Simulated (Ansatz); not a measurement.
Whose spectrum is this?

Method: Ansatz, LDA, independent particles, without spin-orbit coupling, line width 0.1 eV (Gaussian); metals get a typed carrier damping. The response is along the first axis of the cell.

| E (eV) | Im ε |
| --- | --- |
| 0.50 | 47.81 |
| 0.75 | 31.31 |
| 1.00 | 15.01 |
| 1.25 | 13.92 |
| 1.50 | 15.11 |
| 1.75 | 21.99 |
| 2.00 | 25.23 |
| 2.25 | 27.92 |
| 2.50 | 40.84 |
| 2.75 | 28.24 |
| 3.00 | 18.00 |
| 3.25 | 21.35 |
| 3.50 | 19.61 |
| 3.75 | 21.67 |
| 4.00 | 24.07 |
| 4.25 | 16.87 |
| 4.50 | 10.55 |
| 4.75 | 8.16 |
| 5.00 | 6.22 |
| 5.25 | 5.52 |
| 5.50 | 4.83 |
| 5.75 | 3.32 |
| 6.00 | 2.85 |
| 6.25 | 2.94 |
| 6.50 | 5.23 |
| 6.75 | 2.98 |
| 7.00 | 2.06 |
| 7.25 | 3.13 |
| 7.50 | 2.27 |
| 7.75 | 2.77 |
| 8.00 | 2.60 |
| 8.25 | 2.67 |
| 8.50 | 2.06 |
| 8.75 | 1.61 |
| 9.00 | 2.17 |
| 9.25 | 2.19 |
| 9.50 | 2.28 |
| 9.75 | 2.26 |
| 10.00 | 2.30 |

Which of these systems gave the spectrum?
A. BaTiO3 (Pm-3m)
B. TiO2 (I4_1/amd)
C. TiCo (Pm-3m)
D. TiSi2 (Fddd)

C. TiCo (Pm-3m): a metal, with a Drude term, main peak of the conductivity above 1 eV at 2.51 eV. The others: BaTiO3 (Pm-3m), least direct gap 1.82 eV, ε∞ = 7.04 along the first axis, strongest peak along the first axis at 4.24 eV; TiO2 (I4_1/amd), least direct gap 2.37 eV, ε∞ = 7.15 along the first axis, strongest peak along the first axis at 3.71 eV; TiSi2 (Fddd), a metal, with a Drude term, main peak of the conductivity above 1 eV at 5.04 eV.
